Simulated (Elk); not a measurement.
# How Si2Mo absorbs and reflects light

Aim: the dielectric function of Si2Mo, and the optical constants that follow from it. The cell comes from an older database entry, whose edges can differ from later determinations, mostly by under a per cent.

Main program and level: Elk 11.2.3 (patched build); DFT, LDA, all-electron APW+lo, Dirac cores, scalar-relativistic bands, independent-particle optical response without local fields.

The database entry behind the starting cell is an old determination (1927), so it need not match the best structure at room temperature.

### Step 1. The system as given

It takes space group I4/mmm (No. 139, tetragonal). Conventional cell: a = 3.200 Å, b = 3.200 Å, c = 7.861 Å, α = 90.00°, β = 90.00°, γ = 90.00°. Nearest to Mo lie 10 Si at 2.62 Å. Si has 5 Si at 2.61 to 2.63 Å and 5 Mo at 2.62 Å nearest. Farther neighbours, and contacts between anions beyond the nearest, are not listed.

### Step 2. Ground state

The self-consistent density comes first; it also tells whether there is a gap, which decides the occupations and the need for a Drude term.

This step: DFT, LDA, all-electron APW+lo, Dirac cores, scalar-relativistic bands, ground state (Elk 11.2.3 (patched build)).

The input, elk.in:

```
tasks
  0
  120

xctype
  3

nempty
  9

lorbcnd
  .true.

rgkmax
  7.0

swidth
  0.0018375

maxscl
  100

epsengy
  1e-05

sppath
  './'

avec
  -3.023561799401 3.023561799401 7.427568532842
  3.023561799401 -3.023561799401 7.427568532842
  3.023561799401 3.023561799401 -7.427568532842

atoms
  2
  'Mo.in'
  1
  0.000000000000 0.000000000000 0.000000000000   0.000 0.000 0.000
  'Si.in'
  2
  0.667000000000 0.667000000000 0.000000000000   0.000 0.000 0.000
  0.333000000000 0.333000000000 0.000000000000   0.000 0.000 0.000

ngridk
  11 11 11
```

On the command line:

```
OMP_NUM_THREADS=4 elk
```

Output:

```text
┌─────────────────────────┐
│ Elk code version 11.2.3 │
└─────────────────────────┘

All units are atomic (Hartree, Bohr, etc.)

┌─────────────────────────────────────────────────┐
│ Ground-state run starting from atomic densities │
└─────────────────────────────────────────────────┘

Lattice vectors :
  -3.023561799       3.023561799       7.427568533
   3.023561799      -3.023561799       7.427568533
   3.023561799       3.023561799      -7.427568533

Reciprocal lattice vectors :
  0.1548276418E-18   1.039037024      0.4229638057
   1.039037024      0.1548276418E-18  0.4229638057
   1.039037024       1.039037024     -0.1238055185E-16

Unit cell volume      :    271.6091262
Brillouin zone volume :   0.9132617041

Muffin-tin inner radius fraction :   0.1000000000E-01

Nuclei treated as point charges

Species : 1 (Mo)
 parameters loaded from : Mo.in
 name : molybdenum
 nuclear charge    :   -42.00000000
 electronic charge :    42.00000000
 atomic mass :    174887.9214
 muffin-tin radius :    2.600000000
 number of radial points in muffin-tin :    597
 inner part over the whole radius :   0.9766212965E-02
 number on inner part of muffin-tin    :    424
 approximate nuclear radius :   0.8334154960E-04
 number of mesh points to nuclear radius :    210
 atomic positions (lattice), magnetic fields (Cartesian) :
  1 :   0.00000000  0.00000000  0.00000000    0.00000000  0.00000000  0.00000000

Species : 2 (Si)
 parameters loaded from : Si.in
 name : silicon
 nuclear charge    :   -14.00000000
 electronic charge :    14.00000000
 atomic mass :    51196.73458
 muffin-tin radius :    2.200000000
 number of radial points in muffin-tin :    397
 inner part over the whole radius :   0.9899632250E-02
 number on inner part of muffin-tin    :    277
 approximate nuclear radius :   0.5963282101E-04
 number of mesh points to nuclear radius :    124
 atomic positions (lattice), magnetic fields (Cartesian) :
  1 :  -0.33300000 -0.33300000  0.00000000    0.00000000  0.00000000  0.00000000
  2 :   0.33300000  0.33300000  0.00000000    0.00000000  0.00000000  0.00000000

Total number of atoms per unit cell :    3
Total muffin-tin volume :    162.8266528
 ratio of muffin-tin to unit cell volume :   0.5994888873

Spin treatment :
 spin-unpolarised

Number of Bravais lattice symmetries :   16
Number of crystal symmetries         :   16
Crystal has inversion symmetry
Real symmetric eigensolver will be used

k-point grid :     11    11    11
k-point offset :    0.000000000       0.000000000       0.000000000
k-point set is reduced with full crystal symmetry group
Total number of k-points :      126

Muffin-tin radius times maximum |G+k| :    7.000000000
 using average radius
Maximum |G+k| for APW functions       :    3.000000000
Maximum (1/2)|G+k|²                   :    4.500000000
Maximum |G| for potential and density :    12.00000000
Constant for pseudocharge density :    8
 order of it for each species :   15  15
 order of it for pair densities of each species (exact exchange by exxq0 0: 15) :   12   8
Radial integration step length :    1

G-vector grid sizes :     35    35    35
Number of G-vectors :     8009

Maximum angular momentum used for
 APW functions            :    8
 outer part of muffin-tin :    6
 inner part of muffin-tin :    2

Total nuclear charge    :   -70.00000000
Total core charge       :    48.00000000
Total valence charge    :    22.00000000
Total excess charge     :    0.000000000
Total electronic charge :    70.00000000

Effective Wigner radius, rₛ :   0.9748083405

Number of empty states         :     27
Total number of valence states :     39
Total number of core states    :     48

Conduction state local-orbitals added automatically
Third-order local-orbitals added for an l without core states : F
Total number of local-orbitals :    173

Exchange-correlation functional :      3     0     0
 Perdew-Wang/Ceperley-Alder, Phys. Rev. B 45, 13244 (1992)
 gradient requirement :    0
 local density approximation (LDA)

Smearing type :    3
 Fermi-Dirac
Smearing width :   0.1837500000E-02
Effective electronic temperature (K) :    580.2366081

Mixing type :    3
 Broyden mixing, J. Phys. A: Math. Gen. 17, L317 (1984)

Kohn-Sham potential initialised from atomic data

┌──────────────────────────────┐
│ Self-consistent loop started │
└──────────────────────────────┘

┌─────────────────┐
│ Loop number : 1 │
└─────────────────┘

Energies :
 Fermi                       :     0.314768
 sum of occupied eigenvalues :     -2717.1394982452
 electron kinetic            :      4766.3605849005
 core electron kinetic       :      4662.5907362991
 Coulomb                     :     -9231.3222967565
 Coulomb potential           :     -7277.9453234189
 nuclear-nuclear             :     -610.29521135551
 electron-nuclear            :     -9979.6956779826
 Hartree                     :      1358.6685925816
 Madelung                    :     -5592.3496350471
 xc potential                :     -205.55475972681
 exchange                    :     -153.16073126435
 correlation                 :     -6.062129
 electron entropic           :    -0.135328E-03
 total energy                :     -4624.1847073458

Density of states at Fermi energy :    11.94813460
 (states/Hartree/unit cell)

Estimated indirect band gap :   0.1472630729E-02
 from k-point 121 to k-point 86
Estimated direct band gap   :   0.4398461593E-02
 at k-point 123

Charges :
 core                        :    48.00000000
 valence                     :    22.00000000
 interstitial                :    4.667705937
 muffin-tins (core leakage)
  species : 1 (Mo)
   atom 1                    :    40.30022569     ( -0.4922282375E-05)
  species : 2 (Si)
   atom 1                    :    12.51603419     (  0.1470695537E-02)
   atom 2                    :    12.51603419     (  0.1470695537E-02)
 total in muffin-tins        :    65.33229406
 total calculated charge     :    69.99686771
 total charge                :    70.00000000
 error                       :   0.3132289877E-02

┌─────────────────┐
│ Loop number : 2 │
└─────────────────┘

Energies :
 Fermi                       :     0.315371
 sum of occupied eigenvalues :     -2717.1802912292
 electron kinetic            :      4766.3586299160
 core electron kinetic       :      4662.5953035483
 Coulomb                     :     -9231.4710479326
 Coulomb potential           :     -7277.7531537147
 nuclear-nuclear             :     -610.29521135551
 electron-nuclear            :     -9980.1964653403
 Hartree                     :      1359.0206287632
 Madelung                    :     -5592.5944710752
 xc potential                :     -205.78576743046
 exchange                    :     -153.17072010631
 correlation                 :     -6.062439
 electron entropic           :    -0.128472E-03
 total energy                :     -4624.3457053621

Density of states at Fermi energy :    11.24729869
 (states/Hartree/unit cell)

Estimated indirect band gap :   0.1834592001E-02
 from k-point 121 to k-point 86
Estimated direct band gap   :   0.4719773934E-02
 at k-point 123

Charges :
 core                        :    48.00000000
 valence                     :    22.00000000
 interstitial                :    4.660609873
 muffin-tins (core leakage)
  species : 1 (Mo)
   atom 1                    :    40.32190435     ( -0.4923223436E-05)
  species : 2 (Si)
   atom 1                    :    12.50874289     (  0.1470321326E-02)
   atom 2                    :    12.50874289     (  0.1470321326E-02)
 total in muffin-tins        :    65.33939013
 total calculated charge     :    69.99687002
 total charge                :    70.00000000
 error                       :   0.3129981181E-02

RMS change in Kohn-Sham potential (target) :   0.1704498662     (  0.1000000000E-05)
Absolute change in total energy (target)   :   0.1609980163     (  0.1000000000E-04)

[... 14 loops left out ...]

┌──────────────────┐
│ Loop number : 17 │
└──────────────────┘

Energies :
 Fermi                       :     0.430237
 sum of occupied eigenvalues :     -2711.7790625637
 electron kinetic            :      4771.9122797403
 core electron kinetic       :      4663.3197018344
 Coulomb                     :     -9235.9201531179
 Coulomb potential           :     -7272.3546672370
 nuclear-nuclear             :     -610.29521135551
 electron-nuclear            :     -9994.7993337670
 Hartree                     :      1369.1743920046
 Madelung                    :     -5599.7428194994
 xc potential                :     -211.33667506700
 exchange                    :     -153.49523852961
 correlation                 :     -6.072554
 electron entropic           :    -0.105589E-03
 total energy                :     -4623.5757715301

Density of states at Fermi energy :    10.25224007
 (states/Hartree/unit cell)

Estimated indirect band gap :   0.6519088546E-03
 from k-point 113 to k-point 121
Estimated direct band gap   :   0.1371116260E-01
 at k-point 123

Charges :
 core                        :    48.00000000
 valence                     :    22.00000000
 interstitial                :    4.433856066
 muffin-tins (core leakage)
  species : 1 (Mo)
   atom 1                    :    40.87157215     ( -0.4949157809E-05)
  species : 2 (Si)
   atom 1                    :    12.34728589     (  0.1383471367E-02)
   atom 2                    :    12.34728589     (  0.1383471367E-02)
 total in muffin-tins        :    65.56614393
 total calculated charge     :    69.99707253
 total charge                :    70.00000000
 error                       :   0.2927468882E-02

RMS change in Kohn-Sham potential (target) :   0.5341374812E-08 (  0.1000000000E-05)
Absolute change in total energy (target)   :   0.4754566362E-05 (  0.1000000000E-04)

Convergence targets achieved

┌──────────────────┐
│ Loop number : 18 │
└──────────────────┘

Energies :
 Fermi                       :     0.430237
 sum of occupied eigenvalues :     -2711.7790626905
 electron kinetic            :      4771.9122795310
 core electron kinetic       :      4663.3197017280
 Coulomb                     :     -9235.9201530135
 Coulomb potential           :     -7272.3546672573
 nuclear-nuclear             :     -610.29521135551
 electron-nuclear            :     -9994.7993335385
 Hartree                     :      1369.1743918804
 Madelung                    :     -5599.7428193849
 xc potential                :     -211.33667496419
 exchange                    :     -153.49523852410
 correlation                 :     -6.072554
 electron entropic           :    -0.105589E-03
 total energy                :     -4623.5757716295

Density of states at Fermi energy :    10.25224010
 (states/Hartree/unit cell)

Estimated indirect band gap :   0.6519088131E-03
 from k-point 113 to k-point 121
Estimated direct band gap   :   0.1371116255E-01
 at k-point 123

Charges :
 core                        :    48.00000000
 valence                     :    22.00000000
 interstitial                :    4.433856068
 muffin-tins (core leakage)
  species : 1 (Mo)
   atom 1                    :    40.87157214     ( -0.4949159685E-05)
  species : 2 (Si)
   atom 1                    :    12.34728590     (  0.1383471370E-02)
   atom 2                    :    12.34728590     (  0.1383471370E-02)
 total in muffin-tins        :    65.56614393
 total calculated charge     :    69.99707253
 total charge                :    70.00000000
 error                       :   0.2927468884E-02

┌──────────────────────────────┐
│ Self-consistent loop stopped │
└──────────────────────────────┘

Warning : core states of species 2 leak from the muffin-tin :   0.1383471370E-02

Wrote STATE.OUT
```

Run time: 21 s. Hardware: 4 threads of Arm Neoverse V1, shared host; peak memory 0.12 GiB.

This step gave:

| Property | Result |
| --- | --- |
| total energy | -4624 Ha |
| Fermi energy | 11.71 eV |
| DOS at the Fermi level | 0.3768 states/eV/cell |

There are states at the Fermi level within the smearing, so the occupations stay smeared and the carriers get a Drude term.

### Step 3. Independent particles

The spectrum is a sum over vertical transitions between filled and empty bands at the fixed density, so many empty bands are needed.

This step: DFT, LDA, all-electron APW+lo, Dirac cores, scalar-relativistic bands, independent-particle optical response without local fields (Elk 11.2.3 (patched build)).

elk.in, as its differences from that of step 2:

```diff
@@ -1,4 +1,10 @@
 tasks
-  0
-  120
+  121
+
+optcomp
+  1 1
+  3 3
+
+intraband
+  .true.
 
@@ -17,9 +23,7 @@
 swidth
-  0.0018375
+  0.0055124
 
-maxscl
-  100
-
-epsengy
-  1e-05
+wplot
+  400 100 0
+  0.0 0.58799
```

On the command line:

```
OMP_NUM_THREADS=4 elk
```

Output:

```text
┌─────────────────────────────────┐
│ Elk code version 11.2.3 started │
└─────────────────────────────────┘

┌────────────────────┐
│ Current task : 121 │
└────────────────────┘

Info(dielectric):
 dielectric tensor written to EPSILON_ij.OUT
 optical conductivity written to SIGMA_ij.OUT
 plasma frequency written to PLASMA_ij.OUT
 for components
  i = 1, j = 1
  i = 3, j = 3

┌──────────────────┐
│ Elk code stopped │
└──────────────────┘
```

Elapsed: 3.5 s, on 4 threads; peak memory 0.04 GiB.

This step gave:

| Property | Result |
| --- | --- |
| Drude plasma energy, first axis | 2.427 eV |

Sum at mesh points, not converged in k. Table of Im ε by photon energy; read off at these points:

```tsv
photon energy (eV)	E ∥ x	E ∥ z
0.50	9.77	11.7
1.00	5.49	4.27
1.50	5.81	10.0
2.00	5.58	16.3
2.50	13.5	37.3
2.72	15.3	41.0
3.00	15.8	33.9
3.50	21.8	24.0
3.88	31.5	22.0
4.00	30.3	20.2
4.50	23.0	16.9
5.00	21.1	13.9
5.50	23.0	16.9
6.00	20.6	20.0
6.50	15.3	19.0
7.00	11.7	15.8
7.50	8.05	10.2
8.00	5.87	6.27
8.50	4.86	4.48
9.00	4.06	3.82
9.50	3.48	2.68
10.00	2.38	1.83
10.50	1.83	1.75
11.00	1.63	1.17
11.50	1.45	1.02
12.00	1.23	0.827
12.50	1.20	0.714
13.00	0.968	0.652
13.50	0.838	0.660
14.00	0.696	0.542
14.50	0.635	0.490
15.00	0.511	0.429
15.50	0.503	0.366
```

Values under 1 per cm are given as 1; sum at mesh points, not converged in k. The absorption coefficient by photon energy:

```tsv
photon energy (eV)	E ∥ x (1/cm)	E ∥ z (1/cm)
1.00	70679	46198
2.00	1.2e5	2.7e5
3.00	4.9e5	1.2e6
4.00	1.4e6	1.3e6
5.00	1.5e6	1.2e6
6.00	2.3e6	2.0e6
7.00	2.5e6	2.6e6
8.00	2.3e6	2.6e6
9.00	2.3e6	2.5e6
10.00	2.4e6	2.3e6
11.00	2.1e6	2.2e6
12.00	2.0e6	2.1e6
13.00	2.0e6	1.9e6
14.00	1.9e6	1.8e6
15.00	1.7e6	1.7e6
```

The loss function −Im 1/ε at q → 0 has structure finer than the step of the table below, so its rows give means over 0.5 eV. Peaks (eV: height): E ∥ x 0.52: 0.110; E ∥ z 0.60: 0.123.

Sum at mesh points, not converged in k. Table of loss function −Im 1/ε at q → 0 by energy loss; means over each step:

```tsv
energy loss (eV)	E ∥ x	E ∥ z
1.0	0.0213	0.0115
1.5	0.0142	0.0105
2.0	0.0121	0.0102
2.5	0.0199	0.0188
3.0	0.0236	0.0300
3.5	0.0223	0.0418
4.0	0.0305	0.0495
4.5	0.0436	0.0627
5.0	0.0474	0.0700
5.5	0.0445	0.0579
6.0	0.0439	0.0509
6.5	0.0478	0.0493
7.0	0.0516	0.0475
7.5	0.0552	0.0452
8.0	0.0658	0.0474
8.5	0.0745	0.0566
9.0	0.0793	0.0601
9.5	0.0846	0.0610
10.0	0.0779	0.0654
10.5	0.0931	0.0766
11.0	0.119	0.0718
11.5	0.135	0.0868
12.0	0.150	0.0950
12.5	0.168	0.114
13.0	0.175	0.141
13.5	0.185	0.168
14.0	0.211	0.181
14.5	0.231	0.209
15.0	0.279	0.245
15.5	0.311	0.277
```

Sum at mesh points, not converged in k. The reflectivity at normal incidence by photon energy; read off at these points:

```tsv
photon energy (eV)	E ∥ x (%)	E ∥ z (%)
0.50	42.2	63.3
1.00	36.6	42.4
1.50	40.6	48.4
2.00	43.4	53.7
2.50	46.7	59.0
2.80	46.7	61.4
3.00	47.4	60.5
3.50	51.6	55.6
4.00	56.6	55.1
4.08	57.0	54.4
4.50	54.6	53.2
5.00	52.5	44.4
5.50	56.0	47.8
6.00	60.8	54.4
6.50	63.5	59.0
7.00	65.2	64.1
7.50	68.4	70.0
8.00	67.4	73.2
8.50	66.8	72.8
9.00	67.7	73.3
9.50	67.5	75.1
10.00	73.3	78.0
10.12	74.7	76.4
10.50	71.6	75.2
11.00	68.4	79.6
11.12	67.6	79.9
11.50	68.1	77.4
12.00	67.9	78.2
12.50	65.6	77.0
13.00	67.9	75.3
13.50	68.8	71.8
14.00	68.7	73.5
14.50	68.2	72.4
14.76	70.5	73.5
15.00	68.0	71.7
15.50	67.0	72.5
```

From ε follow the optical constants at some laser lines:

```tsv
wavelength (nm)	n x	k x	R (%) x	1/α x	n z	k z	R (%) z	1/α z
1550	3.72	0.797	35.0	155 nm	3.87	0.565	35.6	218 nm
1064	4.18	0.574	38.4	148 nm	5.13	0.592	45.9	143 nm
633	4.70	0.576	42.7	87 nm	6.12	1.262	53.2	40 nm
450	4.80	1.587	46.9	23 nm	5.22	3.902	61.3	9.2 nm
405	4.85	1.690	47.7	19 nm	4.11	3.925	60.4	8.2 nm
365	5.11	1.813	49.7	16 nm	3.69	3.351	55.6	8.7 nm
248	3.47	3.035	52.5	6.5 nm	2.93	2.372	44.4	8.3 nm
```

In reflection the computed colour is light grey: x = 0.305, y = 0.328, luminous reflectivity 52 %.

### Step 4. Outcome

| Quantity | Value |
| --- | --- |
| Drude plasma energy, first axis | 2.43 eV |

In words: At this level (LDA, independent particles) Si2Mo is a metal with a Drude plasma energy of 2.4 eV along x and 3.2 eV along z. The mesh is too coarse to trust the carriers' weight, the reflectivity or the colour to better than tens of per cent. Along x the bare Drude plasma energy is 2.4 eV; Re ε first rises through zero at 0.50 eV, far lower, because interband transitions screen the carriers. Im ε is 9.7 there, so the loss peak at that energy is weak. In reflection the computed colour is light grey: x = 0.305, y = 0.328, luminous reflectivity 52 %. The carriers' damping of 0.15 eV is typed, not computed; at 0.8 eV the carriers give 28 % of Im ε, the rest is interband. The sum runs over mesh points 0.25 Å⁻¹ apart with no interpolation, so peaks are partly noise of the mesh, and the Drude plasma energy, a sum over the Fermi surface, isn't converged.

[Long decimals in the printed logs are rounded to 6 places.]

[Machine, clock and banner lines and Python warnings are left out of the logs.]

[Logs are printed without paths, hosts, clocks, repeated set-up lines and the standing remarks that a program may print on its own settings, such as how far it seeks lower states.]

[Hosts, paths, dates, database ids (printed as entryN), source tags and the programs' standing remarks are cut or masked in the printed files.]

[Where Elk ran, warnings of its patched build on accuracy (core leakage, angular cutoffs, spin-orbit splittings, empty states, lower magnetic states) are left out.]

[Where the starting crystal was built by hand or by swapping elements, it need not be the compound's stable phase.]

[The count of steps not shown may lack steps that the program refused or didn't finish.]
